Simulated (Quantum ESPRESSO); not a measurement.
# Zn5Cd3S8 (Cd on 38 % of the Zn sites, one arrangement): which shell does photoemission see at 21.2 and 60 eV? (LDA)

The valence band of Zn5Cd3S8 (Cd on 38 % of the Zn sites, one arrangement) mixes several shells. Work out by hand which one leads the spectrum's area at each photon energy.

Filled states come from the projected DOS of Quantum ESPRESSO 7.5 (LDA, plane waves); cross sections σ and asymmetry parameters β are those of free atoms in a Dirac–Hartree–Slater calculation. A shell's area is states × σ × angular factor, which is 1 − β·P₂(cos θ)/2 for unpolarised light, with θ = 54.7° from the beam and P₂ = 0.001.

**At 21.2 eV** (states counted from 10.9 eV below the zero; other shells add 0.99 to the products' sum of 87.3):

| shell | filled states a cell | cross section (Mb an electron) | β | angular factor | product | share by hand (%) | share in the simulated spectrum (%) |
| --- | --- | --- | --- | --- | --- | --- | --- |
| Cd 4d | 29.31 | 0.964 | -0.11 | 1.00 | 28.3 | 32 | 32 |
| Zn 3d | 49.47 | 0.394 | 0.01 | 1.00 | 19.5 | 22 | 22 |
| S 3p | 35.80 | 1.08 | 1.85 | 1.00 | 38.6 | 44 | 44 |

**At 60 eV** (states counted from 14.6 eV below the zero; other shells add 2.7 to the products' sum of 120):

| shell | filled states a cell | cross section (Mb an electron) | β | angular factor | product | share by hand (%) | share in the simulated spectrum (%) |
| --- | --- | --- | --- | --- | --- | --- | --- |
| Cd 4d | 29.82 | 2.14 | 0.92 | 1.00 | 63.8 | 53 | 53 |
| Zn 3d | 49.85 | 0.934 | 0.19 | 1.00 | 46.6 | 39 | 39 |
| S 3p | 35.84 | 0.182 | 1.01 | 1.00 | 6.54 | 5 | 5 |

S 3p leads at 21.2 eV and Cd 4d at 60 eV. Between the two energies σ of S 3p changes by a factor 0.17 and that of Cd 4d by 2.2, so their ratio moves 13-fold in favour of the second. The simulated spectrum uses the same rule on the energy-resolved DOS, so the two share columns agree within a few points.

Only crystals where the two columns agree within 4 points and the lead is clear are worked in this form. Free-atom cross sections ignore the solid's final states, no escape depth or background enters, and the count of states a shell hangs on the projection.
